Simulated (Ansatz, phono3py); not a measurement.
# Heat carried by phonons in NaCl (Fm-3m), part 3 of 4

How well does the lattice of NaCl conduct heat?

Measurements to reproduce:
- thermal conductivity 7.1 W/m/K near room temperature (given in “Combining the AFLOW GIBBS and Elastic Libraries to efficiently and robustly screen thermo-mechanical properties of solids”, 2017, arXiv:1611.05714)
- thermal conductivity 7.1 W/m/K near room temperature (given in “Predicting the lattice thermal conductivity of solids by solving the Boltzmann transport equation: AFLOW - AAPL an automated, accurate and efficient framework”, 2017, arXiv:1611.05481)

Ansatz 0.2.0; DFT LDA, scalar-relativistic, plane waves, PAW.

So far. Step 2 (A first coarse run): The start is under -2.2 GPa at this level and looks like an insulator or semiconductor on this mesh. Step 5 (Tight relaxation): The residual pressure is -0.0044 GPa, small enough for phonons. The relaxed cell has a = 5.464 Å (conventional setting).

The database entry behind the starting cell differs from later determinations by our own check (an axis about 0.4 % short against later determinations), so it need not match the best structure at ambient conditions.

## 7. Third-order constants and the Boltzmann equation

The supercell must be wider than twice the pair cutoff, and the number of displaced cells grows with the pairs inside it, which is where the cost lies.

input.yaml

```yaml
crystal:
  lattice:
    - [0.0, 2.732195184, 2.732195184]
    - [2.732195184, 0.0, 2.732195184]
    - [2.732195184, 2.732195184, 0.0]
  atoms:
    - { symbol: Na, position: [0.0, 0.0, 0.0] }
    - { symbol: Cl, position: [0.5, 0.5, 0.5] }
kpoints:
  mp_grid: { grid: [6, 6, 6] }
hamiltonian:
  xc: lda
scf:
  occupations: { method: fixed }
output:
  eigenvalues: true
phonons:
  method: fd
  dielectric: true
  qmesh: [6, 6, 6]
  temperatures: { t_max: 1000, t_step: 50 }
  qpath:
    path:
      - [[0.0, 0.0, 0.0], [0.5, 0.0, 0.5], [0.625, 0.25, 0.625]]
      - [[0.375, 0.375, 0.75], [0.0, 0.0, 0.0], [0.5, 0.5, 0.5], [0.5, 0.25, 0.75], [0.5, 0.0, 0.5]]
    npoints: 10
  third_order: { supercell: [3, 3, 3], pair_cutoff: 4.882 }
  lattice_thermal_conductivity:
    qmesh: [19, 19, 19]
    temperatures: [100.0, 150.0, 200.0, 300.0, 400.0, 500.0, 600.0, 800.0]
    isotope_mass_variance:
      - { species: Cl, variance: 0.0005827 }
      - { species: Na, variance: 0.0 }
```

The run is started by

```console
> ansatz run input.yaml --threads 8 --pin off --max-ram 16384MiB --backend cpu --events-out ev --progress --plain --runs-dir out
```

Numbers of over 12 decimals in the logs are rounded to 6 here.

What it wrote:

```text
Warning: phonons.dielectric: true without phonons.rigid_motions: the static dielectric tensor ε⁰ will be withheld (ε∞, Z* and the rows of modes are given); for a crystal or a slab, whose only rigid motions are the translations, set phonons.rigid_motions: translations
Warning: phonons.third_order: as it is cut ahead of every solve, the batch solves 107 displaced supercells where 65 would do. It runs under 48 of the 1296 operations that the crystal's space group holds on the batch's supercell: the run's FFT boxes carry no more. The force constants lose no accuracy. For the smaller batch, try basis.xc_grid above 1 where it is 1, a denser FFT box (accuracy: high where it is lower, or a larger basis.ecutrho_ratio), or the same crystal shifted so that one of its atoms lies at the cell's origin: each can bring back operations that the batch needs, and none is sure to; [rest of the remark cut]
[...]
Crystal: 12 atoms, lattice volume = 244.746 Å³
Basis set: ecut = 420 eV, 4829 PW (Γ), FFT grids on a1, −a1+a2+a3, −a1+a3
Bands: 60, of which v1, the nominal top of the filled ones, is band 48 counted from 1 (47 counted from 0)
Symmetry: 24 space group operations
k-points: 16 of 36
[...]
SCF iter   1: F=—  HF=-15085.990591 eV  |F-HF|=—  |Δ(HF+E_count)|=         —  Δρ=1.90e-8  dr2=1.40e-12  ethr=1.00e-12  ⟨swp⟩=3.0  Hψ=2433  notcnv=0
[...]
SCF iter   2: F=-15085.990591 eV  HF=-15085.990591 eV  |F-HF|=7.28e-12  |Δ(HF+E_count)|=  7.28e-12  Δρ=5.17e-9  dr2=9.13e-14  ethr=1.00e-12  ⟨swp⟩=3.0  Hψ=2080  notcnv=0
SCF 1 converged in 2 iterations: F = -15085.990591 eV  dr2 = 9.13e-14
[...]
Crystal: 2 atoms, lattice volume = 40.791 Å³
Basis set: ecut = 420 eV, 821 PW (Γ), exchange–correlation on 54×54×54 points (8 copies of the dense FFT grid, shifted against one another)
Bands: 12, of which v1, the nominal top of the filled ones, is band 8 counted from 1 (7 counted from 0)
Symmetry: 48 space group operations
k-points: 30 of 216 (irreducible under 8 space group operations, time reversal used)
[...]
SCF iter   7: F=-2514.331765 eV  HF=-2514.331765 eV  |F-HF|=2.96e-11  |Δ(HF+E_count)|=  4.50e-11  Δρ=3.30e-7  dr2=3.31e-11  ethr=1.00e-12  ⟨swp⟩=4.0  Hψ=1227  notcnv=0
SCF 2 converged in 7 iterations: F = -2514.331765 eV  dr2 = 3.31e-11
[...]
NSCF: frozen V_eff on 2 k-points
DFPT response loops at Γ: preconditioner auto → none (the input reference at scf.mixing.eps_inf says where Resta's filter doesn't serve); β = 0.50; Broyden in place of MSR1
Symmetry: 2 space group operations
k-points: 16 of 36 (time reversal used)
[...]
SCF iter   1: F=—  HF=-15085.990596 eV  |F-HF|=—  |Δ(HF+E_count)|=         —  Δρ=1.16e-4  dr2=2.71e-5  ethr=8.01e-9  ⟨swp⟩=3.0  Hψ=3587  notcnv=0  defer=70
eigensolver tolerance schedule calibrated: the retry pair's looser diagonalisation under-reported the residual by θ = 0.72 (0.13/decade); ethr = c·dr2/N_el runs at the constant in force after the calibration composes with the one it found (an armed cap, an earlier calibration), c = 6.1e-2
[...]
SCF iter   2: F=—  HF=-15085.990586 eV  |F-HF|=—  |Δ(HF+E_count)|=   9.76e-6  Δρ=5.69e-5  dr2=5.62e-6  ethr=8.01e-9  ⟨swp⟩=2.1  Hψ=1546  notcnv=0  defer=70
[...]
SCF iter   6: F=-15085.990583 eV  HF=-15085.990583 eV  |F-HF|=1.82e-12  |Δ(HF+E_count)|=  1.64e-11  Δρ=4.67e-8  dr2=5.17e-12  ethr=1.00e-12  ⟨swp⟩=5.0  Hψ=3869  notcnv=0
SCF 3 converged in 6 iterations: F = -15085.990583 eV  dr2 = 5.17e-12
[...]
Symmetry: 1 space group operations
k-points: 20 of 36 (time reversal used)
[...]
SCF iter   6: F=-15085.990584 eV  HF=-15085.990584 eV  |F-HF|=1.82e-12  |Δ(HF+E_count)|=  3.09e-11  Δρ=4.03e-8  dr2=3.72e-12  ethr=1.00e-12  ⟨swp⟩=4.0  Hψ=4684  notcnv=0
SCF 4 converged in 6 iterations: F = -15085.990584 eV  dr2 = 3.72e-12
[...]
SCF iter   6: F=-15085.990582 eV  HF=-15085.990582 eV  |F-HF|=7.28e-12  |Δ(HF+E_count)|=    0.00e0  Δρ=2.19e-8  dr2=1.89e-12  ethr=1.00e-12  ⟨swp⟩=5.0  Hψ=3616  notcnv=0
SCF 5 converged in 6 iterations: F = -15085.990582 eV  dr2 = 1.89e-12
[...]
SCF iter   3: F=-15085.990582 eV  HF=-15085.990582 eV  |F-HF|=1.82e-12  |Δ(HF+E_count)|=  1.82e-12  Δρ=3.31e-8  dr2=5.88e-13  ethr=1.00e-12  ⟨swp⟩=5.0  Hψ=3356  notcnv=0
SCF 6 converged in 3 iterations: F = -15085.990582 eV  dr2 = 5.88e-13
[...]
SCF iter   6: F=-15085.990583 eV  HF=-15085.990583 eV  |F-HF|=7.28e-12  |Δ(HF+E_count)|=    0.00e0  Δρ=2.10e-8  dr2=1.12e-12  ethr=1.00e-12  ⟨swp⟩=5.0  Hψ=4520  notcnv=0
SCF 7 converged in 6 iterations: F = -15085.990583 eV  dr2 = 1.12e-12
[...]
SCF 8 converged in 3 iterations: F = -15085.990583 eV  dr2 = 4.77e-13
Basis set: ecut = 420 eV, 4821 PW (Γ), FFT grids on a1, a2, −3a1−3a2+a3
[...]
SCF 9 converged in 2 iterations: F = -15085.990591 eV  dr2 = 2.71e-14
[...]
SCF 10 converged in 6 iterations: F = -15085.990583 eV  dr2 = 5.76e-12
[...]
SCF 11 converged in 6 iterations: F = -15085.990582 eV  dr2 = 9.92e-13
Basis set: ecut = 420 eV, 4789 PW (Γ), FFT grids on a1, a1+a2, 2a1+a3
k-points: 15 of 36
[...]
SCF 12 converged in 2 iterations: F = -15085.990591 eV  dr2 = 9.00e-14
[...]
SCF 13 converged in 6 iterations: F = -15085.990584 eV  dr2 = 4.97e-12
[...]
k-points: 15 of 36 (time reversal used)
[...]
SCF 14 converged in 6 iterations: F = -15085.990584 eV  dr2 = 4.96e-12
[...]
SCF 15 converged in 6 iterations: F = -15085.990582 eV  dr2 = 1.21e-12
[...]
SCF 16 converged in 3 iterations: F = -15085.990582 eV  dr2 = 5.37e-13
[...]
SCF 17 converged in 6 iterations: F = -15085.990582 eV  dr2 = 9.84e-13
[...]
SCF 18 converged in 3 iterations: F = -15085.990582 eV  dr2 = 5.24e-13
Basis set: ecut = 420 eV, 4803 PW (Γ), FFT grids on a1, 2a1+a2−a3, −a1+a3
k-points: 13 of 36
[...]
SCF 159 converged in 6 iterations: F = -67886.955040 eV  dr2 = 3.78e-10
[...]
SCF iter   6: F=-67886.954966 eV  HF=-67886.954966 eV  |F-HF|=2.91e-10  |Δ(HF+E_count)|=  1.60e-10  Δρ=1.65e-7  dr2=4.57e-10  ethr=1.00e-12  ⟨swp⟩=4.0  Hψ=6293  notcnv=0
SCF 160 converged in 6 iterations: F = -67886.954966 eV  dr2 = 4.57e-10
[...]
SCF iter   6: F=-67886.955258 eV  HF=-67886.955258 eV  |F-HF|=2.47e-10  |Δ(HF+E_count)|=   6.43e-9  Δρ=3.12e-7  dr2=9.23e-10  ethr=1.00e-12  ⟨swp⟩=3.0  Hψ=6365  notcnv=0
SCF 161 converged in 6 iterations: F = -67886.955258 eV  dr2 = 9.23e-10
[...]
SCF iter   7: F=-67886.955151 eV  HF=-67886.955151 eV  |F-HF|=8.73e-11  |Δ(HF+E_count)|=  4.95e-10  Δρ=9.22e-8  dr2=1.01e-10  ethr=1.00e-12  ⟨swp⟩=3.0  Hψ=4236  notcnv=0
SCF 162 converged in 7 iterations: F = -67886.955151 eV  dr2 = 1.01e-10
[...]
SCF iter   6: F=-67886.955207 eV  HF=-67886.955207 eV  |F-HF|=3.06e-10  |Δ(HF+E_count)|=   6.87e-9  Δρ=3.16e-7  dr2=9.47e-10  ethr=1.00e-12  ⟨swp⟩=3.0  Hψ=8794  notcnv=0
SCF 163 converged in 6 iterations: F = -67886.955207 eV  dr2 = 9.47e-10
[...]
SCF iter   6: F=-67886.955201 eV  HF=-67886.955201 eV  |F-HF|=2.91e-10  |Δ(HF+E_count)|=   6.74e-9  Δρ=3.20e-7  dr2=9.81e-10  ethr=1.00e-12  ⟨swp⟩=2.9  Hψ=7482  notcnv=0
SCF 164 converged in 6 iterations: F = -67886.955201 eV  dr2 = 9.81e-10
[...]
SCF iter   6: F=-67886.955158 eV  HF=-67886.955158 eV  |F-HF|=2.91e-10  |Δ(HF+E_count)|=   7.13e-9  Δρ=3.21e-7  dr2=9.69e-10  ethr=1.00e-12  ⟨swp⟩=3.0  Hψ=6740  notcnv=0
SCF 165 converged in 6 iterations: F = -67886.955158 eV  dr2 = 9.69e-10
[...]
SCF iter   6: F=-67886.955251 eV  HF=-67886.955251 eV  |F-HF|=3.06e-10  |Δ(HF+E_count)|=   6.40e-9  Δρ=3.19e-7  dr2=9.51e-10  ethr=1.00e-12  ⟨swp⟩=3.0  Hψ=6528  notcnv=0
SCF 166 converged in 6 iterations: F = -67886.955251 eV  dr2 = 9.51e-10
SCF converged after 2 iterations
Free energy (F): -15085.990591 eV
[...]
Internal energy: -15085.990591 eV  (E = F + TS)
E sigma→0 (E₀):  -15085.990591 eV
Fermi energy:    1.632791 eV
[...]
--- Band table (eV; the first three rows and the last of 16) ---
  k-point 0: bands = [... 44 lower, 1.3786, 1.6328, 1.6328, 1.6328, 6.7064, 8.5885, 8.5885, 9.0399, ... 8 higher]
  k-point 1: bands = [... 44 lower, 1.3786, 1.4305, 1.4305, 1.4744, 7.9056, 8.5885, 8.6660, 9.2975, ... 8 higher]
  k-point 2: bands = [... 44 lower, 1.5448, 1.5448, 1.5448, 1.5448, 7.5987, 7.5987, 8.6687, 8.6687, ... 8 higher]
  k-point 15: bands = [... 44 lower, 1.1071, 1.1071, 1.1955, 1.1955, 9.3557, 9.3557, 9.9808, 9.9808, ... 8 higher]
--- Phonons: 42 displaced members + 10 references (amplitude of the first 0.0025 Å, Σ member SCF iterations 225) ---
  ASR residual: 6.564e-4 → 0.000e0 eV/Å²; symmetrization residual: 1.928e-4 eV/Å²
  largest component of a force at the reference: 1.8e-23 eV/Å
  ASR residual per site (eV/Å²): 6.56e-4 1.87e-4
  Γ frequencies (cm⁻¹): 0.00 0.00 0.00 188.31 188.31 188.31
  Unit cell's response to a homogeneous field, on a k mesh of 6×6×6: 1 representative field direction (Σ response iterations 6)
  ε∞ (high-frequency dielectric tensor):
        2.667229    -0.000000     0.000000
        0.000000     2.667229    -0.000000
        0.000000     0.000000     2.667229
  ε⁰ (static dielectric tensor): not given — the deck does not say what the cell's rigid motions are, and on a molecule in a box or a wire the rigid rotations would enter the sum over the modes at Γ. For a crystal or a slab, whose only rigid motions are the translations, set phonons.rigid_motions: translations.
  Born effective charges Z* (e; rows j = field, columns β = displacement):
    site 0:
         1.07173   -0.00000   -0.00000
        -0.00000    1.07173   -0.00000
        -0.00000   -0.00000    1.07173
    site 1:
        -1.07173    0.00000    0.00000
         0.00000   -1.07173    0.00000
         0.00000    0.00000   -1.07173
  Z* charge neutrality: 4.008e-5 e pre-enforcement
  k-mesh period / interband length: 23.2 Å / 1.29 Å = 18.01 at k = (0.0000, 0.0000, 0.0000), direct gap 5.074 eV — 14 or more, which is no proof of convergence
  optical modes at Γ without the LO–TO term, one row a degenerate level:
      ω (cm⁻¹)  modes    IR ((D/Å)²/amu)
        188.31      3             5.7005
  optical modes at Γ + LO–TO along q̂ = [1.0000, 0.0000, 0.0000]:
      ω (cm⁻¹)  modes    IR ((D/Å)²/amu)
        188.31      2             3.8004
        269.65      1             1.9002
  optical modes at Γ + LO–TO along q̂ = [0.0000, 1.0000, 0.0000]:
      ω (cm⁻¹)  modes    IR ((D/Å)²/amu)
        188.31      2             3.8004
        269.65      1             1.9002
  optical modes at Γ + LO–TO along q̂ = [0.0000, 0.0000, 1.0000]:
      ω (cm⁻¹)  modes    IR ((D/Å)²/amu)
        188.31      2             3.8004
        269.65      1             1.9002
--- Phonons (by wavevector): 16 wavevectors in 10 supercells ---
  supercell 1 (6 cells, vectors [1, 0, 0], [0, 3, -3], [0, 0, 2] in multiples of the cell's): 6 displaced members by 0.0025 Å; free energy -15085.990591 eV; taken off its force constants: by the sum rule 6.4e-4, by the symmetrisation 6.9e-5 eV/Å²
  symmetry images taken by strict's conditions (phonons.symmetry_images: auto; settled by no image being taken that strict refuses)
[...]
q = [0.0000, 0.0000, 0.0000] (star 1, supercell 1; hermiticity 7.44e-17, symmetrization 4.24e-6): -0.00 0.00 0.00 188.31 188.31 188.31
[...]
joined force constants: q→R imaginary residual 1.28e-18
  density of states and harmonic sums: on the 24×24×24 q-mesh, interpolated from the force constants of a 6×6×6 supercell (with the dipole–dipole term)
  largest difference from the sums on the solved wave vectors: F 4.18e-3 eV, S 5.36e-6 and C_V 1.18e-6 eV/K
  zero-point energy: 0.057729 eV/cell   skipped modes (ω ≤ 0): 3   left out of the sums: 3.62e-5 of the cell's modes: C_V's classical limit lies that fraction below 3 k_B per atom; for a crystal, a wire or a layer, F and S can be off by more, and a phonons.interpolated_qmesh denser along its periods is the remedy for the sampling
--- Third-order force constants: 111 member SCFs in a 3×3×3 supercell (pair cutoff 4.882 Å, amplitude 0.03 Å, SCF threshold 1.00e-9 eV, Σ member SCF iterations 706) ---
[...]
sum-rule residual: 5.066e-2 → 7.598e-16 eV/Å³; symmetrization residual: 7.918e-3 eV/Å³; largest sum-rule correction relative to its orbit: 1.587e-1, on the orbit of the block of home site 0 with site 1 of cell (-2, 0, 0) and site 0 of cell (0, 0, 0), whose norm before the correction was 8.701e-2 eV/Å³
--- Lattice thermal conductivity: 19×19×19 mesh (220 irreducible points), tetrahedron method ---
  three-phonon and isotope scattering only; four-phonon, boundary and, in a metal, phonon-electron scattering are left out
  each conductivity is what the modes' populations carry and what the coherences between them add
  conductivity (a third of the tensor's trace), W/(m K), in the relaxation-time approximation and from the full solution:
       T (K)   relaxation time   full solution  iterations             ending  least Ritz value
      100.00           26.5858         31.2663           9          converged          5.230e-1
      150.00           17.9237         21.2767           9          converged          5.098e-1
      200.00           13.6369         16.2635           9          converged          5.023e-1
      300.00            9.2921         11.1294           9          converged          4.942e-1
      400.00            7.0843          8.4980           9          converged          4.900e-1
      500.00            5.7468          6.8960           9          converged          4.874e-1
      600.00            4.8502          5.8183           9          converged          4.856e-1
      800.00            3.7245          4.4607           9          converged          4.833e-1
```

Elapsed: 39 min, on 8 threads of Arm Neoverse N1, shared host; peak memory 8.9 GiB; 5 h of CPU time.

This step gave:

| Quantity | Value |
| --- | --- |
| Γ frequencies | 0, 0, 0, 188.3, 188.3, 188.3 cm⁻¹ (negative: imaginary) |
| lowest frequency on the path | 0 cm⁻¹ |
| zero-point energy | 0.05773 eV/cell |
| point group | m-3m |
| highest frequency | 269.6 cm⁻¹ |
| Debye temperature from the second moment | 302 K |
| κ at 300 K (relaxation time) | 9.292 W/m/K |
| κ at 300 K (full solution) | 11.13 W/m/K |
| dipole term | run |
| mean free path at half of κ | 12.8 nm |
| share of κ above the three lowest branches | 0.107 |
| third-order blocks | 686 |
| periodic aliases dropped | 168 |
| largest relative sum-rule correction | 0.1587 |
| displaced cells, third order | 111 |

LO-TO term included. The phonon branches at the labelled points (cm⁻¹):

```tsv
point	branch 1	branch 2	branch 3	branch 4	branch 5	branch 6
Γ	0	0	0	188	188	270
halfway	61	61	148	193	193	214
X	82	82	136	198	198	210
halfway	88	99	133	194	198	209
U	103	125	134	182	198	206
jump to K	103	125	134	182	198	206
halfway	73	105	136	164	194	238
Γ	0	0	0	188	188	270
halfway	79	79	114	178	178	257
L	129	129	153	153	182	229
halfway	119	125	153	170	194	207
W	115	115	148	171	204	204
halfway	94	111	131	190	200	208
X	82	82	136	198	198	210
```

The phonon branches as a text plot (rows in cm⁻¹):

```
    264 |***                        ********
    253 |   *                    ***        **
    242 |                       *             **
    230 |    **                                 ***
    219 |      *               *                   **
    208 |           ******** **                      *** ********
    197 |    ***********************                  ***   *****
    185 |****    *      ***         ********     *****      **
    174 |        *         **    ***        **  *     ******
    163 |       *           *** *             **    **
    152 |      *  **       * ***              * ***********
    140 |           ***         *                          *   **
    129 |              **** ***              *  *******     ***
    118 |    **            *   * *          *  *     ******* *
    107 |               * * *   *             *            ** *
     95 |   *          ***   **            * *               *
     84 |           ****       * ***                          ***
     73 |       ****            *         * *
     62 |  *   *                 ****      *
     51 |    **                          **
     39 |   *                     ***
     28 | **                        **  **
     17 | *                          *  *
      6 |*                            **
         Γ           X  U|K            Γ         L        W     X
```

W/m/K. Kappa, by row:

```tsv
T (K)	RTA xx	RTA yy	RTA zz	full xx	full yy	full zz	coherence part xx	coherence part yy	coherence part zz	ending	iterations	least Ritz value
100	26.59	26.59	26.59	31.27	31.27	31.27	0.03668	0.03668	0.03668	converged	9	0.523
150	17.92	17.92	17.92	21.28	21.28	21.28	0.06317	0.06317	0.06317	converged	9	0.51
200	13.64	13.64	13.64	16.26	16.26	16.26	0.08432	0.08432	0.08432	converged	9	0.502
300	9.292	9.292	9.292	11.13	11.13	11.13	0.1167	0.1167	0.1167	converged	9	0.494
400	7.084	7.084	7.084	8.498	8.498	8.498	0.1412	0.1412	0.1412	converged	9	0.49
500	5.747	5.747	5.747	6.896	6.896	6.896	0.1607	0.1607	0.1607	converged	9	0.487
600	4.85	4.85	4.85	5.818	5.818	5.818	0.1768	0.1768	0.1768	converged	9	0.486
800	3.724	3.724	3.724	4.461	4.461	4.461	0.2016	0.2016	0.2016	converged	9	0.483
```

Table of lattice thermal conductivity by temperature:

```tsv
temperature (K)	RTA xx (W/m/K)	full xx (W/m/K)
100	26.6	31.3
150	17.9	21.3
200	13.6	16.3
300	9.29	11.1
400	7.08	8.50
500	5.75	6.90
600	4.85	5.82
800	3.72	4.46
```

The modes has structure finer than the step of the table below, so its rows give means over 10 cm⁻¹, whole bins alone (the curve runs from -10 to 287 cm⁻¹). Peaks (cm⁻¹: height): Cl 130.1: 0.0368, 152.5: 0.0249, 199.2: 0.0296; Na 113.3: 0.0137, 152.5: 0.0238, 197.3: 0.0452.

Phonopy on the run's constants, 17x17x17 mesh, Gaussian sigma 2.1 cm⁻¹. The modes by wavenumber; means over each step; values in 1/cm⁻¹/cell:

```tsv
wavenumber (cm⁻¹)	Cl	Na
0	3.5e-5	2.4e-5
10	4.6e-5	3.0e-5
20	4.2e-4	2.7e-4
30	9.8e-4	6.3e-4
40	0.00149	9.6e-4
50	0.00287	0.00186
60	0.00445	0.00293
70	0.00706	0.00468
80	0.0120	0.00812
90	0.0154	0.0104
100	0.0186	0.0119
110	0.0214	0.0127
120	0.0245	0.0124
130	0.0313	0.0116
140	0.0157	0.00884
150	0.0227	0.0184
160	0.0130	0.0126
170	0.0158	0.0219
180	0.0194	0.0278
190	0.0264	0.0367
200	0.0270	0.0436
210	0.00821	0.0201
220	0.00263	0.0109
230	0.00256	0.00847
240	0.00234	0.00549
250	0.00197	0.00382
260	0.00139	0.00238
270	3.3e-4	5.3e-4
280	4.0e-7	4.0e-7
```

Distinct triplets, nearest first. Third order norms, by row:

```tsv
sites	side 1 (Å)	side 2 (Å)	side 3 (Å)	norm of the 27 components (eV/Å³)
Na-Na-Na	0	0	0	0
Cl-Cl-Cl	0	0	0	0
Na-Cl-Cl	0	2.73	2.73	5.624
Na-Cl-Na	0	2.73	2.73	5.585
Na-Cl-Cl	2.73	2.73	3.86	0.056
Na-Cl-Na	2.73	2.73	3.86	0.085
Na-Na-Na	0	3.86	3.86	0.311
Na-Na-Na	3.86	3.86	3.86	0.004
Cl-Cl-Cl	0	3.86	3.86	0.544
Cl-Cl-Cl	3.86	3.86	3.86	0.058
Na-Cl-Cl	2.73	3.86	4.73	0.042
Na-Cl-Na	2.73	3.86	4.73	0.02
Na-Cl-Cl	0	4.73	4.73	0.106
Na-Cl-Na	0	4.73	4.73	0.095
```

Born charge (rows field, columns displacement) (e), principal values of the symmetric part by kind of site:

```tsv
atom	atoms with these values	low	middle	high	mean
Na1	1	1.07	1.07	1.07	1.07
Cl2	1	-1.07	-1.07	-1.07	-1.07
```

In full for Cl2:

```
-1.07  0.00  0.00
 0.00 -1.07  0.00
 0.00  0.00 -1.07
```

RTA, 300 K. Kappa by branch, by row:

```tsv
branch (by rank)	mean frequency (THz)	mean rms speed (km/s)	median lifetime (ps)	share of kappa
1	2.79	1.81	5.35	0.309
2	3.29	2.25	3.14	0.286
3	4.26	2.09	3.69	0.299
4	5.3	1.3	2.76	0.057
5	5.75	0.84	2.87	0.026
6	6.53	1.37	0.952	0.024
```

(Continued in part 4 of 4.)

[Logs are printed without paths, hosts, clocks, repeated set-up lines and the standing remarks that a program may print on its own settings, such as how far it seeks lower states.]

[Hosts, paths, dates, database ids (printed as entryN), source tags and the programs' standing remarks are cut or masked in the printed files.]

[A step with changed settings may run another functional than the one named; its input shows which.]
